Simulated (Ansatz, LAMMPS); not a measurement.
## Localised basis functions on glassy 73SiO2-27K2O (mol %) (90 atoms)

Aim: test how closely localised support functions follow the reference on glassy 73SiO2-27K2O (mol %) (90 atoms), and at what cost. A setting counts as converged where the r.m.s. difference of forces stays under 1 % of the r.m.s. force.

Calculated with Ansatz 0.2.0; Kohn-Sham DFT, PBE, PAW (set soft_2), plane waves.

## Step 1: The starting structure

The cell holds 90 atoms: 22 Si, 16 K and 52 O. Its edges and angles: a = 11.319 Å, b = 11.319 Å, c = 11.319 Å, α = 90.0°, β = 90.0°, γ = 90.0°. 90 atoms (22 Si, 16 K, 52 O) placed at random at 2.4 g/cm³, melted at 4000 K for 10 ps at fixed volume with the Morse and Coulomb pair potential with partial charges (Pedone, Malavasi, Menziani, Cormack and Segre, J. Phys. Chem. B 110, 11780 (2006)). Quenched from 4000 K to 300 K at 50 K/ps and fixed volume, held 10 ps at zero pressure.

Before any run, some limits are plain. The quench rate of 50 K/ps far exceeds what a furnace or splat quench reaches, so expect more defects and frozen-in strain than in a real sample. The starting topology of bonds comes from the classical model, and needn't be the one that DFT or experiment would give. Only the Γ point is sampled, in a cell whose shortest periodic width is 11 Å.

## Step 2: Making the structure

A classical potential supplies the starting structure, since it reaches far longer times than DFT.

This step: classical MD, Morse and Coulomb pair potential with partial charges (Pedone, Malavasi, Menziani, Cormack and Segre, J. Phys. Chem. B 110, 11780 (2006)) (LAMMPS 22 Jul 2025 - Update 4).

Input file in.lmp:

```
# melt-quench of Si22K16O52
units metal
atom_style charge
boundary p p p
region box block 0 11.2865 0 11.2865 0 11.2865
create_box 3 box
mass 1 28.0850   # Si
mass 2 39.0983   # K
mass 3 15.9990   # O
create_atoms 1 random 22 266458 NULL overlap 1.5 maxtry 2000
create_atoms 2 random 16 266465 NULL overlap 1.5 maxtry 2000
create_atoms 3 random 52 266472 NULL overlap 1.5 maxtry 2000
pair_style hybrid/overlay pedone 5.5 coul/long 8.0
pair_coeff * * coul/long
pair_coeff 1 3 pedone 0.340554 2.006700 2.100000 1   # Si-O
pair_coeff 2 3 pedone 0.011612 2.062605 3.305308 5   # K-O
pair_coeff 3 3 pedone 0.042395 1.379316 3.618701 22   # O-O
set type 1 charge 2.4
set type 2 charge 0.6
set type 3 charge -1.2
kspace_style pppm 1.0e-4
neigh_modify delay 0 every 1 check yes
thermo_style custom step time temp pe press density
thermo_modify norm yes
timestep 0.002
thermo 100
min_style cg
minimize 1e-4 1e-4 200 2000
reset_timestep 0
velocity all create 4000 266459 mom yes dist gaussian
fix lim all nve/limit 0.05
fix lan all langevin 4000 4000 0.2 266460 zero yes
thermo 500
run 1000 post no
# [... 7 lines left out ...]
fix md all nvt temp 4000 300 0.2
run 37000 post no
unfix md
thermo 1666
fix md all npt temp 300 300 0.2 iso 0 0 2
run 5000 post no
unfix md
write_dump all custom glass.dump id type xs ys zs modify sort id
```

Command:

```bash
$ lmp -in in.lmp -log none -nocite
```

What it wrote:

```text
LAMMPS (22 Jul 2025 - Update 4)
Created orthogonal box = (0 0 0) to (11.2865 11.2865 11.2865)
Created 22 atoms
Created 16 atoms
Created 52 atoms
PPPM initialization ...
  G vector (1/distance) = 0.37922369
  grid = 12 12 12
  estimated relative force accuracy = 5.8015909e-05
   Step          Time           Temp          PotEng         Press         Density
         0   0              0             -4.7941536      417824.69      2.3970169
       100   0.2            0             -13.727492      7046.6225      2.3970169
       104   0.208          0             -13.736669      5617.6605      2.3970169
Loop time of 0.143294 s on 1 MPI rank(s) for 104 steps with 90 atoms
Minimization stats:
  Stopping criterion = energy tolerance
  Energy initial, next-to-last, final =
     -4.79415363767362  -13.7358152938246  -13.7366691348915
  Force two-norm initial, final = 256.59802 2.1881353
  Iterations, force evaluations = 104 140
[... 7 lines left out ...]
      1666   3.332          3810.5202     -13.218427      23279.591      2.3970169
      2499   4.998          3948.9179     -13.208938      50377.719      2.3970169
      3332   6.664          3865.8381     -13.301017      84730.284      2.3970169
      4165   8.33           4698.7331     -13.397419      37621.921      2.3970169
      4998   9.996          4065.0066     -13.162442      40897.358      2.3970169
[... 2 lines left out ...]
Loop time of 3.25549 s on 1 MPI rank(s) for 5000 steps with 90 atoms
   Step          Time           Temp          PotEng         Press         Density
[... 12 lines left out ...]
Loop time of 23.7292 s on 1 MPI rank(s) for 37000 steps with 90 atoms
   Step          Time           Temp          PotEng         Press         Density
[... 1 line left out ...]
     43316   86.632         306.64719     -13.856855      9040.4961      2.3680308
     44982   89.964         310.64561     -13.869814      761.37013      2.3543957
     46648   93.296         271.97339     -13.871535      668.64237      2.3693799
     48000   96             277.143       -13.873073     -1522.9299      2.376566
Loop time of 5.0797 s on 1 MPI rank(s) for 5000 steps with 90 atoms
```

It took 33 s on 1 thread of AMD EPYC 7R43, shared host; peak memory 0.065 GiB.

## Step 3: Plane-wave single point

This run is the reference for what follows, at a cutoff of 420 eV.

Input file input.yaml:

```yaml
crystal:
  lattice:
    - [11.31878, 0.0, 0.0]
    - [0.0, 11.31878, 0.0]
    - [0.0, 0.0, 11.31878]
  atoms:
    - { symbol: Si, position: [0.83825, 0.66463, 0.02836] }
    - { symbol: Si, position: [0.94703, 0.23379, 0.3693] }
    - { symbol: Si, position: [0.98306, 0.90216, 0.81215] }
    - { symbol: Si, position: [0.72788, 0.12275, 0.44884] }
    - { symbol: Si, position: [0.08658, 0.07843, 0.19096] }
    - { symbol: Si, position: [0.21109, 0.57408, 0.0706] }
    - { symbol: Si, position: [0.78985, 0.54064, 0.56415] }
    - { symbol: Si, position: [0.18043, 0.78027, 0.41432] }
    - { symbol: Si, position: [0.75152, 0.93877, 0.2319] }
    - { symbol: Si, position: [0.90166, 0.64635, 0.77847] }
    - { symbol: Si, position: [0.54781, 0.09356, 0.65515] }
    - { symbol: Si, position: [0.4049, 0.25619, 0.4815] }
    - { symbol: Si, position: [0.99306, 0.81753, 0.20511] }
    - { symbol: Si, position: [0.56082, 0.4784, 0.44256] }
    - { symbol: Si, position: [0.89768, 0.07919, 0.01539] }
    - { symbol: Si, position: [0.32694, 0.57207, 0.31555] }
    - { symbol: Si, position: [0.34127, 0.60983, 0.82995] }
    - { symbol: Si, position: [0.22634, 0.8245, 0.94316] }
    - { symbol: Si, position: [0.70907, 0.32758, 0.27275] }
    - { symbol: Si, position: [0.17211, 0.39384, 0.46755] }
    - { symbol: Si, position: [0.13569, 0.6046, 0.63218] }
    - { symbol: Si, position: [0.35414, 0.17888, 0.20072] }
    - { symbol: K, position: [0.84728, 0.23556, 0.72161] }
    - { symbol: K, position: [0.86782, 0.86389, 0.52122] }
    - { symbol: K, position: [0.61711, 0.76208, 0.7788] }
    - { symbol: K, position: [0.68067, 0.67001, 0.30407] }
    - { symbol: K, position: [0.1542, 0.31602, 0.98987] }
    - { symbol: K, position: [0.47452, 0.94975, 0.35954] }
    - { symbol: K, position: [0.60669, 0.3983, 0.74336] }
    - { symbol: K, position: [0.93339, 0.53526, 0.28911] }
    - { symbol: K, position: [0.61092, 0.15277, 0.00791] }
    - { symbol: K, position: [0.30315, 0.90404, 0.67011] }
    - { symbol: K, position: [0.12961, 0.09473, 0.54874] }
    - { symbol: K, position: [0.53895, 0.88098, 0.00532] }
    - { symbol: K, position: [0.3727, 0.13065, 0.90707] }
    - { symbol: K, position: [0.51522, 0.46746, 0.03203] }
    - { symbol: K, position: [0.34508, 0.87026, 0.18669] }
    - { symbol: K, position: [0.90414, 0.37274, 0.05503] }
    - { symbol: O, position: [0.80599, 0.02591, 0.12773] }
    - { symbol: O, position: [0.20244, 0.72228, 0.04783] }
    - { symbol: O, position: [0.54526, 0.17921, 0.7592] }
    - { symbol: O, position: [0.90017, 0.78823, 0.77226] }
    - { symbol: O, position: [0.63726, 0.55182, 0.534] }
    - { symbol: O, position: [0.01423, 0.13106, 0.29909] }
    - { symbol: O, position: [0.02159, 0.12449, 0.07523] }
    - { symbol: O, position: [0.84464, 0.62864, 0.48193] }
    - { symbol: O, position: [0.27027, 0.54914, 0.94178] }
    - { symbol: O, position: [0.8, 0.59197, 0.70072] }
    - { symbol: O, position: [0.81718, 0.40496, 0.5688] }
    - { symbol: O, position: [0.12373, 0.48424, 0.56378] }
    - { symbol: O, position: [0.74165, 0.01201, 0.35892] }
    - { symbol: O, position: [0.66484, 0.10151, 0.56645] }
    - { symbol: O, position: [0.44798, 0.08219, 0.16206] }
    - { symbol: O, position: [0.02516, 0.60972, 0.72033] }
    - { symbol: O, position: [0.05592, 0.32492, 0.41342] }
    - { symbol: O, position: [0.32338, 0.7505, 0.85921] }
    - { symbol: O, position: [0.22039, 0.12187, 0.20988] }
    - { symbol: O, position: [0.27894, 0.94259, 0.98345] }
    - { symbol: O, position: [0.10063, 0.50567, 0.09898] }
    - { symbol: O, position: [0.44476, 0.14486, 0.55895] }
    - { symbol: O, position: [0.79303, 0.5702, 0.11923] }
    - { symbol: O, position: [0.23977, 0.47656, 0.37931] }
    - { symbol: O, position: [0.26462, 0.30111, 0.52538] }
    - { symbol: O, position: [0.84062, 0.1781, 0.94731] }
    - { symbol: O, position: [0.34243, 0.27648, 0.10394] }
    - { symbol: O, position: [0.63457, 0.87914, 0.21368] }
    - { symbol: O, position: [0.86717, 0.16624, 0.46655] }
    - { symbol: O, position: [0.46071, 0.54723, 0.35832] }
    - { symbol: O, position: [0.37913, 0.23248, 0.34421] }
    - { symbol: O, position: [0.85488, 0.30515, 0.2911] }
    - { symbol: O, position: [0.67482, 0.31816, 0.1473] }
    - { symbol: O, position: [0.47032, 0.56887, 0.828] }
    - { symbol: O, position: [0.10763, 0.84121, 0.86944] }
    - { symbol: O, position: [0.28905, 0.70124, 0.36375] }
    - { symbol: O, position: [0.07137, 0.77217, 0.31781] }
    - { symbol: O, position: [0.4962, 0.36758, 0.50206] }
    - { symbol: O, position: [0.88569, 0.60314, 0.91007] }
    - { symbol: O, position: [0.86563, 0.85569, 0.26087] }
    - { symbol: O, position: [0.22507, 0.91051, 0.43654] }
    - { symbol: O, position: [0.26306, 0.59363, 0.70879] }
    - { symbol: O, position: [0.52206, 0.95962, 0.676] }
    - { symbol: O, position: [0.93215, 0.97341, 0.92821] }
    - { symbol: O, position: [0.31129, 0.57169, 0.17422] }
    - { symbol: O, position: [0.65702, 0.2154, 0.36328] }
    - { symbol: O, position: [0.65888, 0.43285, 0.34959] }
    - { symbol: O, position: [0.9489, 0.73214, 0.10384] }
    - { symbol: O, position: [0.06136, 0.9383, 0.17599] }
    - { symbol: O, position: [0.14769, 0.71318, 0.54313] }
    - { symbol: O, position: [0.01606, 0.97829, 0.70375] }
    - { symbol: O, position: [0.7545, 0.76658, 0.99223] }
kpoints:
  mp_grid: { grid: [1, 1, 1] }
hamiltonian:
  xc: pbe
scf:
  occupations: { method: gaussian, width: 0.05 }
output:
  forces: true
  stress: true
  populations: true
  dos:
    method: { smearing: { sigma: 0.1 } }
    de: 0.1
    projected: { site_lists: { K: [K], O: [O], Si: [Si] } }
  eigenvalues: true
  write_density: true
  write_potential: true
  volumetric_format: npy
  elf: true
```

Command:

```bash
$ ansatz run input.yaml --threads 4 --pin off --max-ram 8192MiB --backend cpu --events-out ev --progress --plain --runs-dir out
```

What it wrote:

```text
Engine: ansatz 0.2.0, x86_64-unknown-linux-gnu
Pseudopotentials: kind: paw
Pseudopotential: Si, paw, valence charge 4, recommended cutoff 420 eV (normal), Si.paw.azcp
Pseudopotential: K, paw, valence charge 9, recommended cutoff 420 eV (normal), K.paw.azcp
Pseudopotential: O, paw, valence charge 6, recommended cutoff 420 eV (normal), O.paw.azcp
Functional definition: PBE
  parameter kappa = 0.804
  parameter beta = 0.066725
  exchange = pbe_x(kappa = kappa, mu = beta*pi^2/3)
  correlation = pbe_c(beta = beta)
Crystal: 90 atoms, lattice volume = 1450.103 Å³
Basis set: ecut = 420 eV, 28353 PW (Γ), exchange–correlation on 160×160×160 points (8 copies of the dense FFT grid, shifted against one another)
Bands: 362, of which v1, the nominal top of the filled ones, is band 272 counted from 1 (271 counted from 0)
Symmetry: 1 space group operations
Space group: P1 (ITA 1), of the structure as read, at distance tolerance 1.1e-4 Å
k-points: 1
Non-local potential: Si, projectors of the file, l = 0: 2, l = 1: 2, l = 2: 2
Non-local potential: K, projectors of the file, l = 0: 3, l = 1: 2, l = 2: 2
Non-local potential: O, projectors of the file, l = 0: 2, l = 1: 2, l = 2: 1
PAW form: soft (Blöchl's): semilocal exchange-correlation on the pseudo side does not see the compensation charge
PAW one-centre angular grid: Si, 110 points (default); XC on 64 Gauss nodes
PAW one-centre angular grid: K, 110 points (default); XC on 64 Gauss nodes
PAW one-centre angular grid: O, 110 points (default); XC on 64 Gauss nodes
Initial density: superposition of atomic densities (neutral atoms: chi_scale 0, normalization atom), corrected by the library's trained network
Initial wavefunctions: pseudopotential atomic-orbital guess
Functional: x = pbe(κ = 0.804, μ = 0.219515), c = pbe(β = 0.066725)
SCF iter   1: F=—  HF=-68186.746967 eV  |F-HF|=—  |Δ(HF+E_count)|=         —  Δρ=2.11e-3  dr2=1.14e-1  ethr=1.77e-3  ⟨swp⟩=6.0  Hψ=1709  notcnv=0  defer=75
preconditioner: auto → Resta (q_TF=auto, 2.317 Å⁻¹)  ε∞=3.0  [insulator: Δε(μ)=2.450 eV  Ē_g=15.606 eV  σ=0.050 eV  W_gap=1.00  n_scr=304 (ndim 8)  ℏωp=22.1 eV  f_vac=0.172  D(μ)=0.00/eV (n_scr^D=0)  ε∞_Penn≈3.0]
SCF iter   2: F=—  HF=-68186.738252 eV  |F-HF|=—  |Δ(HF+E_count)|=   8.71e-3  Δρ=1.15e-3  dr2=2.91e-2  ethr=2.10e-5  ⟨swp⟩=2.0  Hψ=632  notcnv=0  defer=81
SCF iter   3: F=—  HF=-68186.738254 eV  |F-HF|=—  |Δ(HF+E_count)|=   1.88e-6  Δρ=5.59e-4  dr2=8.79e-3  ethr=5.35e-6  ⟨swp⟩=2.0  Hψ=495  notcnv=0  defer=81
SCF iter   4: F=—  HF=-68186.737257 eV  |F-HF|=—  |Δ(HF+E_count)|=   9.97e-4  Δρ=1.96e-4  dr2=8.07e-4  ethr=1.62e-6  ⟨swp⟩=2.0  Hψ=495  notcnv=0  defer=81
SCF iter   5: F=—  HF=-68186.737354 eV  |F-HF|=—  |Δ(HF+E_count)|=   9.63e-5  Δρ=1.22e-4  dr2=1.95e-4  ethr=1.48e-7  ⟨swp⟩=2.0  Hψ=515  notcnv=0  defer=81
SCF iter   6: F=—  HF=-68186.737285 eV  |F-HF|=—  |Δ(HF+E_count)|=   6.85e-5  Δρ=3.53e-5  dr2=1.87e-5  ethr=3.58e-8  ⟨swp⟩=2.0  Hψ=513  notcnv=0  defer=81
SCF iter   7: F=—  HF=-68186.734704 eV  |F-HF|=—  |Δ(HF+E_count)|=   2.58e-3  Δρ=1.50e-5  dr2=3.48e-6  ethr=3.44e-9  ⟨swp⟩=2.0  Hψ=623  notcnv=0  defer=83
SCF iter   8: F=—  HF=-68186.734705 eV  |F-HF|=—  |Δ(HF+E_count)|=   6.60e-7  Δρ=8.36e-6  dr2=9.68e-7  ethr=6.39e-10  ⟨swp⟩=2.0  Hψ=513  notcnv=0  defer=83
SCF iter   9: F=-68186.734705 eV  HF=-68186.734705 eV  |F-HF|=4.63e-9  |Δ(HF+E_count)|=   3.86e-8  Δρ=2.10e-6  dr2=7.57e-8  ethr=1.84e-11  ⟨swp⟩=20.0  Hψ=3392  notcnv=0
SCF 1 converged in 9 iterations: F = -68186.734705 eV  dr2 = 7.57e-8
  greatest PAW one-centre occupation: 0.988 electrons in one spin orbital (limit 2), on the K atom at site 36 (counted from 0), in its partial waves of l = 0
WARN: The input density's exchange-correlation potential varies sharply where the density is thin. Do not read a vacuum level from v_tot or v_xc, or from such a field of the output density. On a cell that repeats whose density bears no net charge and no dipole along the vacuum's axis use v_es (v_loc + v_h of the components); [...]
SCF converged after 9 iterations
Free energy (F): -68186.734705 eV
Harris-Foulkes:  -68186.734705 eV  (|F-HF|=4.63e-9)
Internal energy: -68186.734705 eV  (E = F + TS)
E sigma→0 (E₀):  -68186.734705 eV
Fermi energy:    5.633806 eV
--- Per-component energies (eV) ---
  E_band       = -3194.773359
  E_kinetic    = 14373.694949
  E_local      = -39234.688555  (includes V_loc(G=0)·N_el)
  E_nonlocal   = 3244.163046
  E_hartree    = 14751.666259
  E_xc         = -7280.004339
  E_vxc        = -8650.359864  (∫ρ·V_xc dr)
  E_paw        = -32060.792846  (= ΣΔE_a)
  E_vpaw       = -2431.041595  (= ΣTr[D̂ρ^β])
  E_aug_tail   = 0.132617  (compensation charges beyond the density's cutoff)
  E_ewald      = -21980.905836
  E_smearing   = -0.000000  (= −TS)
  E_closure    = -0.000000  (closes the sum)
  Σ components = -68186.734705   (vs F -68186.734705, Δ=0.00e0)
--- Forces (eV/Å), atoms counted from 1 ---
  atom   1  Si    -0.41933780     1.68123699     2.38843078
  atom   2  Si     0.73191452     0.98190616     0.43820506
  atom   3  Si     1.39701338    -1.04837205     2.67136528
  atom   4  Si     1.01626578     1.83158431    -5.00413582
  atom   5  Si     1.03744343    -1.31901189     0.02571207
  atom   6  Si     1.05551866     4.18815935    -1.82446590
  atom   7  Si    -1.67416698    -2.62568158     1.37972593
  atom   8  Si    -0.89783027     0.29715776     0.82090958
  atom   9  Si     4.14002830     2.41480070    -0.27511548
  atom  10  Si     0.99289448     0.89412355     0.04738341
  atom  11  Si    -0.58873256    -1.06088378    -2.18977593
  atom  12  Si    -1.33815309     1.11526096    -0.89302344
  atom  13  Si    -1.17862155     0.34024425     0.11592445
  atom  14  Si    -0.04746792    -0.88617612    -1.03974548
[...]
atom  89  O      0.10915032     1.54598428    -1.94555210
  atom  90  O     -2.58209252     1.54050967    -1.16023472
  max |Σ_I F_I| component: 4.69e-5 eV/Å
--- Stress (GPa, compression-positive) ---
        3.965188      -0.662576      -0.913731
       -0.662579       7.164806       0.415984
       -0.913731       0.415982       5.460712
  P = ⅓ Tr σ = 5.5302 GPa (55.302 kbar)
--- Band table (eV) ---
  k-point 0: bands = ["-25.9826", "-25.8349", "-25.7786", "-25.5947", [... 346 levels ...], "12.3437", "12.3643", "12.4005", "12.4474", "12.4580", "12.4912", "12.5222", "12.5662", "12.5881", "12.6067", "12.6402", "12.6667"]
--- Löwdin populations: 90 sites ---
  site symbol       q [e]
     0     Si      2.3678
     1     Si      2.2501
     2     Si      2.3095
[...]
89      O      6.9870
  spilling = 0.011165 (of n_electrons = 544.000000)
```

The job ended after 27 s (4 threads of AMD EPYC 7R43, shared host; peak memory 1.8 GiB; 97 s of CPU time).

The program notes that the exchange-correlation potential is rough where the density is thin.

Numbers from this run:

| Quantity | Value |
| --- | --- |
| free energy | -68186.7347 eV |
| free energy per atom | -757.6304 eV/atom |
| SCF cycles | 9 |
| pressure | 5.53 GPa |
| r.m.s. force component | 1.365 eV/Å |
| longest force | 5.799 eV/Å |
| Fermi energy | 5.634 eV |
| gap (highest filled to lowest empty level) | 2.078 eV |
| spilling of the projection | 0.01116 |

The r.m.s. force component of 1.4 eV/Å sets the scale for the differences below.

(Part 1 of 2 ends here.)

[Long decimals in the printed logs are rounded to 6 places.]

[Logs are printed without paths, hosts, clocks, repeated set-up lines and the standing remarks that a program may print on its own settings, such as how far it seeks lower states.]

[Hosts, paths, dates, database ids (printed as entryN), source tags and the programs' standing remarks are cut or masked in the printed files.]
